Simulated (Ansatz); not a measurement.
# SrLiH3 in R-3c, a phase reached by a soft mode: a soft mode frozen in

Which phase does SrLiH3 in R-3c, a phase reached by a soft mode fall into along its unstable mode, and how much energy does it gain?

Main program and level: Ansatz 0.2.0; DFT PBEsol, scalar-relativistic, plane waves, PAW; PAW set soft_1.

The raw output is cut from this account; settings, times and results stay.

## 1. Starting point

The structure is trigonal, space group R-3c (No. 167). The conventional cell has a = 5.706 Å, b = 5.706 Å, c = 16.965 Å, α = 90.00°, β = 90.00°, γ = 120.00°. Li has 3 H at 1.79 Å nearest. Sr has 6 H at 2.42 Å nearest. H has 1 Li at 1.79 Å and 2 Sr at 2.42 Å nearest. Farther neighbours, and contacts between anions beyond the nearest, are not listed.

## 2. Zone-centre response

This phase was reached earlier by freezing in an unstable mode of a structure of higher symmetry and relaxing. Its zone-centre modes tell whether it is the end of the road.

input.yaml reads:

```yaml
crystal:
  lattice:
    - [2.8529679138, 1.647161793, 5.6549075091]
    - [-2.8529679138, 1.647161793, 5.6549075091]
    - [0.0, -3.2943235861, 5.6549075091]
  atoms:
    - { symbol: Li, position: [0.75, 0.75, 0.75] }
    - { symbol: Li, position: [0.25, 0.25, 0.25] }
    - { symbol: Sr, position: [0.5, 0.5, 0.5] }
    - { symbol: Sr, position: [0.0, 0.0, 0.0] }
    - { symbol: H, position: [0.063675505, 0.75, 0.436324495] }
    - { symbol: H, position: [0.936324495, 0.25, 0.563675505] }
    - { symbol: H, position: [0.436324495, 0.063675505, 0.75] }
    - { symbol: H, position: [0.563675505, 0.936324495, 0.25] }
    - { symbol: H, position: [0.25, 0.563675505, 0.936324495] }
    - { symbol: H, position: [0.75, 0.436324495, 0.063675505] }
kpoints:
  mp_grid: { grid: [6, 6, 6] }
hamiltonian:
  xc: pbesol
  pseudopotentials: { kind: paw, azcp: { folder: soft_1 }, xc_functional: pbe }
scf:
  occupations: { method: fixed }
output:
  eigenvalues: true
phonons:
  method: dfpt
  dielectric: true
  rigid_motions: translations
```

The run is started by

```
> ansatz run input.yaml --threads 8 --pin off --max-ram 16384MiB --backend cpu --events-out ev --progress --plain --runs-dir out
```

Elapsed: 52 s, on 8 threads of Intel Xeon at 2.60GHz (Ice Lake), shared host; peak memory 2 GiB.

Numbers from this step:

| Property | Result |
| --- | --- |
| gap on the k-mesh | 1.983 eV |
| volume per atom | 15.94 Å³ |
| sum-rule residual before enforcement | 2.16e-4 eV/Å² |
| miss of the charge sum rule | 0.002576 e |
| estimated error of the dielectric tensor | 0.009000 |
| estimated error of the Born charges | 0.01120 e |
| point group | -3m |
| highest optical mode at the zone centre (no LO-TO term) | 1058 cm⁻¹ |
| lowest optical zone-centre mode | -268.5 cm⁻¹ |
| mean high-frequency dielectric constant | 3.410 |
| largest Born charge (third of the trace) | 2.063 e |
| top of the zone-centre spectrum with the field | 1142 cm⁻¹ |

Without the LO-TO term. Patterns of degenerate modes are one choice out of their space. Modes at Γ, with each element's share of the kinetic energy (negative means imaginary):

```tsv
mode	frequency (cm⁻¹)	symmetry	Li %	Sr %	H %
1	-268.5	A2u	14	0	86
2	-235.4	Eu	1	3	97
3	-235.4	Eu	1	3	97
4	-78.3	A2g	94	0	6
5	0.0	acoustic	7	90	3
6	0.0	acoustic	7	90	3
7	0.0	acoustic	7	90	3
8	121.4	Eu	0	98	2
9	121.4	Eu	0	98	2
10	134.5	A1u	0	100	0
11	193.4	A2u	79	9	12
12	240.5	Eg	69	0	31
13	240.5	Eg	69	0	31
14	303.8	Eu	81	8	10
15	303.8	Eu	81	8	10
16	502.4	Eg	23	0	77
17	502.4	Eg	23	0	77
18	595.2	A2g	6	0	94
19	888.0	A2u	0	1	99
20	904.1	Eu	5	1	94
21	904.1	Eu	5	1	94
22	959.6	Eg	2	0	98
23	959.6	Eg	2	0	98
24	1010.7	A1g	0	0	100
25	1014.0	Eu	5	0	94
26	1014.0	Eu	5	0	94
27	1022.3	A1u	0	0	100
28	1030.3	Eg	6	0	94
29	1030.3	Eg	6	0	94
30	1057.7	A2g	0	0	100
```

Displacements in mode 1 (-268.5 cm⁻¹), the largest set to 1:
```
Li1  0.00  0.00 -0.35
Li2  0.00  0.00 -0.35
Sr3  0.00  0.00 -0.01
Sr4  0.00  0.00 -0.01
H5  -0.73  0.42  1.00
H6  -0.73  0.42  1.00
H7   0.00 -0.84  1.00
H8   0.00 -0.84  1.00
H9   0.73  0.42  1.00
H10  0.73  0.42  1.00
```

Displacements in mode 14 (303.8 cm⁻¹), the largest set to 1:
```
Li1  0.06  1.00  0.00
Li2  0.06  1.00  0.00
Sr3  0.00 -0.09  0.00
Sr4 -0.01 -0.09  0.00
H5   0.33  0.51 -0.15
H6   0.33  0.51 -0.15
H7   0.04 -0.06  0.34
H8   0.04 -0.06  0.34
H9  -0.31  0.47 -0.19
H10 -0.31  0.47 -0.19
```

Before it was imposed, the acoustic sum rule was missed by 2.2e-4 eV/Å² and the charge sum rule by 0.0026 e. Small misses are needed for a sound result but don't prove that mesh and cutoff are converged. The lowest optical mode is imaginary, 268.5i cm⁻¹, so the energy falls along it.

## 3. The mode frozen in, largest atomic shift 0 Å

The mode followed lies at Γ with frequency 268.5i cm⁻¹, the softest among the wavevectors solved. At small amplitude the pattern taken leaves space group no. 161 by a symmetry search on the positions. The undistorted cell that holds it gives the zero of energy on the same k mesh.

input.yaml: that of step 2 with these lines changed.

```diff
@@ -22,8 +22,6 @@
 scf:
-  occupations: { method: fixed }
+  occupations: { method: gaussian, width: 0.02 }
 output:
+  forces: true
+  stress: true
   eigenvalues: true
-phonons:
-  method: dfpt
-  dielectric: true
-  rigid_motions: translations
```

Elapsed: 1.2 s, on 8 threads; peak memory 0.65 GiB; 7 s of CPU time.

Read from the output:

```yaml
pressure: 0.002838 GPa
energy_from_the_undistorted_cell: 0 meV/atom
```

At this level the gap is 1.98 eV on the k-mesh of the self-consistent run, which can miss the band edges.

## 4. The mode frozen in, largest atomic shift 0.6 Å

The atoms are moved along the unstable eigenvector, the largest shift by 0.6 Å, with the cell fixed.

input.yaml, the sections that differ from step 3:

```yaml
crystal:
  lattice:
    - [2.8529679138, 1.647161793, 5.6549075091]
    - [-2.8529679138, 1.647161793, 5.6549075091]
    - [0.0, -3.2943235861, 5.6549075091]
  atoms:
    - { symbol: Li, position: [0.7405462717, 0.7405462717, 0.7405462717] }
    - { symbol: Li, position: [0.2405462717, 0.2405462717, 0.2405462717] }
    - { symbol: Sr, position: [0.499813124, 0.499813124, 0.499813124] }
    - { symbol: Sr, position: [-0.000186876, -0.000186876, -0.000186876] }
    - { symbol: H, position: [0.0517985146, 0.855086274, 0.4244475047] }
    - { symbol: H, position: [0.9244475047, 0.355086274, 0.5517985146] }
    - { symbol: H, position: [0.4244475047, 0.0517985146, 0.855086274] }
    - { symbol: H, position: [0.5517985146, 0.9244475047, 0.355086274] }
    - { symbol: H, position: [0.355086274, 0.5517985146, 0.9244475047] }
    - { symbol: H, position: [0.855086274, 0.4244475047, 0.0517985146] }
# kpoints, hamiltonian, scf, output: as in step 3
```

The job ended after 1.8 s (8 threads; peak memory 0.59 GiB).

This step gave:

```
pressure                         : -3.158 GPa
gap on the k-mesh                : 2.637 eV
energy from the undistorted cell : -13.26 meV/atom
```

The energy, extrapolated to zero smearing, is -13.26 meV/atom against the undistorted cell.

The run ends at a pressure of -3.16 GPa, with forces up to 0.16 eV/Å.

## 5. Energy along the mode, all amplitudes (two of the runs are shown above)

An imaginary frequency means negative curvature, so the energy should fall and then rise again as anharmonic terms take over.

Numbers from this step:

* depth at the lowest point sampled: 13.26 meV/atom
* largest atomic shift at that point: 0.6 Å

The energy from the parent by largest atomic shift:

```tsv
largest atomic shift (Å)	energy from the parent (meV/atom)
0.000	0
0.040	-0.149
0.080	-0.589
0.140	-1.75
0.220	-4.04
0.320	-7.54
0.450	-11.6
0.600	-13.3
```

Displacement at unit largest shift by atom:

```tsv
atom	x (Å)	y (Å)	z (Å)	size
Li1	0.00	0.00	-0.27	0.27
Li2	0.00	0.00	-0.27	0.27
Sr3	0.00	0.00	-0.01	0.01
Sr4	0.00	0.00	-0.01	0.01
H5	-0.56	0.32	0.77	1.00
H6	-0.56	0.32	0.77	1.00
H7	0.00	-0.64	0.77	1.00
H8	0.00	-0.64	0.77	1.00
H9	0.56	0.32	0.77	1.00
H10	0.56	0.32	0.77	1.00
```

The energy still falls at the last step, so the rise lies beyond the steps tried.

## 6. Relaxing from the distorted cell

Starting from the lowest point found, all atoms and the cell are let go, so that strain and other modes of the same symmetry can join in.

input.yaml: that of step 4 with these lines changed.

```diff
@@ -22,3 +22,3 @@
 scf:
-  occupations: { method: gaussian, width: 0.02 }
+  occupations: { method: fixed }
 output:
@@ -27 +27,6 @@
   eigenvalues: true
+relax:
+  adjacent_minimum: "off"
+  f_tol: 0.002
+  max_steps: 120
+  cell: { stress_tol: 0.03 }
```

The job ended after 21 s (8 threads; peak memory 0.67 GiB; 2.4 min of CPU time).

Relaxation path:

```tsv
step	energy less that of the first step (eV)	largest force component (eV/Å)	pressure (GPa)	volume (Å³)
1	0.0000	0.1503	-3.16	159.44
2	-0.3087	0.2464	-1.39	145.65
3	-0.6048	0.4361	-0.61	134.53
4	-0.9693	0.6094	-0.06	124.25
5	-1.3307	0.7930	0.96	114.49
6	-1.7825	0.3996	0.05	108.56
7	-1.9328	0.0235	0.17	105.45
8	-1.9351	0.0035	-0.01	105.81
9	-1.9352	0.0007	0.00	105.78
10*	-1.9284	0.0007	-0.06	105.78
11	-1.9285	0.0001	0.00	105.64
12*	-1.9285	0.0001	0.00	105.64
```

Relaxation steps marked * repeat the geometry before them on a plane-wave basis chosen anew for their cell, so energy and pressure can jump there.

Forces are held to the 6 operations that the program found; a distortion that breaks them can't arise in this run.

```tsv
cell as run	before	after	change
a (Å)	6.545	5.306	-18.9 %
b (Å)	6.545	5.306	-18.9 %
c (Å)	6.545	5.306	-18.9 %
α (°)	51.69	60.00	+16.1 %
β (°)	51.69	60.00	+16.1 %
γ (°)	51.69	60.00	+16.1 %
volume (Å³/atom)	15.94	10.56	-33.7 %
```

The atoms that moved most (Å, as changes of fractional coordinates times the final cell):

```tsv
atom	dx	dy	dz	length
H8	-0.338	-0.407	0.267	0.593
H5	-0.522	-0.089	0.267	0.593
H7	0.338	-0.407	0.267	0.593
H6	-0.184	0.496	0.267	0.593
H9	0.522	-0.089	0.267	0.593
H10	0.184	0.496	0.267	0.593
Sr4	0.000	0.000	-0.461	0.461
Sr3	0.000	0.000	-0.461	0.461
```

Final coordinates:

```
Li Sr H
1.0
     2.65305    1.53174    4.33250
    -2.65305    1.53174    4.33250
     0.00000   -3.06348    4.33250
Li Sr H
2 2 6
Cartesian
  0.0000 0.0000 9.2846
  0.0000 0.0000 2.7859
  0.0000 0.0000 6.0353
  0.0000 0.0000 -0.4635
  -2.6528 0.0000 6.0352
  1.3267 0.7656 8.2015
  1.3264 -2.2974 6.0352
  -1.3264 0.7661 8.2015
  -0.0003 -1.5318 8.2015
  1.3264 2.2974 6.0352
```

Numbers from this step:

- pressure: -0.001462 GPa
- gap on the k-mesh: 1.619 eV
- volume per atom: 10.56 Å³

The distorted start has space group R3c; the relaxation ends in Pm-3m.

## 7. The new phase in its own primitive cell

The relaxed structure is symmetrised, reduced to its primitive cell and relaxed tightly, as its phonons need.

System of this step: SrLiH3 (model cell, started as cubic perovskite with Sr in the octahedra). The structure is cubic, space group Pm-3m (No. 221). Conventional cell: a = 3.752 Å, b = 3.752 Å, c = 3.752 Å, α = 90.00°, β = 90.00°, γ = 90.00°. Nearest to Li lie 6 H at 1.88 Å. Nearest to Sr lie 12 H at 2.65 Å. Nearest to H lie 2 Li at 1.88 Å and 8 H at 2.65 Å and 4 Sr at 2.65 Å. Farther neighbours, and contacts between anions beyond the nearest, are not listed.

input.yaml, the sections that differ from step 6:

```yaml
crystal:
  lattice:
    - [3.7520081066, 0.0, 0.0]
    - [0.0, 3.7520081066, 0.0]
    - [0.0, 0.0, 3.7520081066]
  atoms:
    - { symbol: Li, position: [0.0, 0.0, 0.0] }
    - { symbol: Sr, position: [0.5, 0.5, 0.5] }
    - { symbol: H, position: [0.0, 0.5, 0.0] }
    - { symbol: H, position: [0.0, 0.0, 0.5] }
    - { symbol: H, position: [0.5, 0.0, 0.0] }
relax:
  adjacent_minimum: "off"
  f_tol: 0.001
  max_steps: 60
  cell: { stress_tol: 0.01 }
# kpoints, hamiltonian, scf, output: as in step 6
```

The job ended after 0.79 s (8 threads; peak memory 0.36 GiB).

Little changed from the start: no atom moved by 0.005 Å and no cell edge by 0.1 %.

This step gave:

* pressure: 0.002367 GPa
* gap on the k-mesh: 1.618 eV
* direct gap on mesh: 2.679 eV

The forces vanish by symmetry and the pressure is 0.002 GPa, within the tolerances set. The cell now holds 10.56 Å³/atom.

## 8. Modes of the new phase

A relaxed structure may still be a saddle point, so its zone-centre modes are computed. The response to a homogeneous field gives the Born charges and the dielectric tensor.

input.yaml: that of step 7 with these lines changed.

```diff
@@ -19,9 +19,6 @@
 output:
-  forces: true
-  stress: true
   eigenvalues: true
-relax:
-  adjacent_minimum: "off"
-  f_tol: 0.001
-  max_steps: 60
-  cell: { stress_tol: 0.01 }
+phonons:
+  method: dfpt
+  dielectric: true
+  rigid_motions: translations
```

Wall time 7.3 s (8 threads); peak memory 0.58 GiB; 39 s of CPU time.

This step gave:

| Item | Value |
| --- | --- |
| sum-rule residual before enforcement | 2.78e-4 eV/Å² |
| miss of the charge sum rule | 0.002838 e |
| estimated error of the dielectric tensor | 0.01594 |
| estimated error of the Born charges | 0.01136 e |
| point group | m-3m |
| highest optical mode at the zone centre (no LO-TO term) | 1087 cm⁻¹ |
| lowest optical zone-centre mode | 297.4 cm⁻¹ |
| mean high-frequency dielectric constant | 4.991 |
| largest Born charge (third of the trace) | 2.232 e |
| mean static dielectric constant | 14.59 |
| top of the zone-centre spectrum with the field | 1137 cm⁻¹ |

Without the LO-TO term. Patterns of degenerate modes are one choice out of their space. Modes at Γ, with each element's share of the kinetic energy:

```tsv
mode	frequency (cm⁻¹)	symmetry	Li %	Sr %	H %
1	0.0	acoustic	7	90	3
2	0.0	acoustic	7	90	3
3	0.0	acoustic	7	90	3
4	297.4	T1u	72	10	18
5	297.4	T1u	72	10	18
6	297.4	T1u	72	10	18
7	626.1	T1u	18	0	82
8	626.1	T1u	18	0	82
9	626.1	T1u	18	0	82
10	664.2	T2u	0	0	100
11	664.2	T2u	0	0	100
12	664.2	T2u	0	0	100
13	1086.5	T1u	3	0	97
14	1086.5	T1u	3	0	97
15	1086.5	T1u	3	0	97
```

Displacements in mode 6 (297.4 cm⁻¹), the largest set to 1:
```
Li1 -0.12  1.00 -0.50
Sr2  0.01 -0.11  0.05
H3  -0.10  0.73 -0.38
H4  -0.10  0.77 -0.36
H5  -0.09  0.77 -0.38
```

Displacements in mode 15 (1086.5 cm⁻¹), the largest set to 1:
```
Li1  0.00  0.01 -0.06
Sr2  0.00  0.00  0.00
H3   0.00 -0.20 -0.20
H4   0.00  0.04  1.00
H5   0.00  0.04 -0.20
```

Optical modes at the zone centre, without and with the macroscopic field of the longitudinal modes; each column is sorted by frequency, so a row need not hold one and the same mode. Modes with and without the field, by row:

```tsv
rank among optical modes	no field (cm⁻¹)	q along (1, 0, 0) (cm⁻¹)
1	297.4	297.4
2	297.4	297.4
3	297.4	331.1
4	626.1	626.1
5	626.1	626.1
6	626.1	664.2
7	664.2	664.2
8	664.2	664.2
9	664.2	918.9
10	1086	1086
11	1086	1086
12	1086	1137
```

Born charge (rows field, columns displacement) (e), principal values of the symmetric part by kind of site:

```tsv
atom	atoms with these values	low	middle	high	mean
Li1	1	0.77	0.77	0.77	0.77
Sr2	1	2.23	2.23	2.23	2.23
H3	3	-1.06	-1.06	-0.89	-1.00
```

In full for H3:

```
-1.06  0.00  0.00
 0.00 -0.89  0.00
 0.00  0.00 -1.06
```

High-frequency dielectric tensor:

```
4.99 0.00 0.00
0.00 4.99 0.00
0.00 0.00 4.99
```

Static dielectric tensor (ions relaxed, fixed cell):

```
14.59  0.00  0.00
 0.00 14.59  0.00
 0.00  0.00 14.59
```

Transverse modes. Lines of the infrared spectrum (strongest = 100):

```tsv
position (cm⁻¹)	label	relative intensity
297	T1u	12
626	T1u	100
664	T2u	0.0
1086	T1u	10
```

Before it was imposed, the acoustic sum rule was missed by 2.8e-4 eV/Å² and the charge sum rule by 0.0028 e. Small misses are needed for a sound result but don't prove that mesh and cutoff are converged. The lowest optical mode is real, 297 cm⁻¹.

The log warns of the k mesh: “the force constants stand on the 6×6×6 k-mesh, whose period is 11.45 times the interband length at k = (0.0000, 0.0000, -0.5000), direct gap 2.679 eV, under 14: take them and everything formed from them as unconverged”.

## 9. The phases reached

The phases reached along the modes that were followed are set side by side.

Energies are those of the first relaxation, on the mesh of the frozen mode; space group, volume and gap are those of the last relaxation. Phases, by row:

```tsv
mode frozen in	space group	energy from parent (meV/atom)	volume (Å³/atom)	gap on mesh (eV)	lowest zone-centre optical mode (cm⁻¹)	largest shift (Å)
parent	R-3c	0	15.94	1.983	–	–
q = (0, 0, 0), 268i cm⁻¹	Pm-3m	-206.1	10.56	1.618	297.4	0.942
```

## 10. Outcome

* unstable mode of the parent: q = (0, 0, 0), 268i cm⁻¹
* depth at the lowest point sampled: 13.3 meV/atom
* largest atomic shift at that point: 0.6 Å
* space group reached: Pm-3m
* energy gained over the parent (first relaxation, on the mesh of the frozen mode): 206 meV/atom
* volume per atom, phase reached: 10.6 Å³
* gap on the k-mesh, phase reached: 1.62 eV
* lowest optical zone-centre mode, phase reached: 297 cm⁻¹
* highest optical mode at the zone centre (no LO-TO term), phase reached: 1087 cm⁻¹

**Reading.** Along this mode the structure falls into Pm-3m, 206 meV/atom below the parent. At the parent's cell the well is 13.26 meV/atom deep on the steps tried, with its lowest point at a shift of 0.6 Å. That is the last step tried, so the steps alone don't bracket the bottom of the well. Relaxing atoms and cell changes the gain by +192.85 meV/atom against the lowest step (energies at zero smearing). Most of the total comes from this relaxation. The new phase has no imaginary mode at the zone centre of its cell; other wavevectors were not checked. Each path keeps the symmetry of its pattern, so a lower phase may lie along a pattern not tried. With the field response the log warns that the k mesh is coarse for the force constants too, so the frequencies are to be taken as unconverged. The volume moved by more than a tenth on the k mesh of the start, so the energy gain is rough. The PAW files were made for PBE and serve the other functionals too. The starting cell was built on a prototype and not taken from a measurement, so the phase need not exist.

[Long decimals in the printed logs are rounded to 6 places.]

[Logs are printed without paths, hosts, clocks, repeated set-up lines and the standing remarks that a program may print on its own settings, such as how far it seeks lower states.]

[Hosts, paths, dates, database ids (printed as entryN), source tags and the programs' standing remarks are cut or masked in the printed files.]

[Where the starting crystal was built by hand or by swapping elements, it need not be the compound's stable phase.]
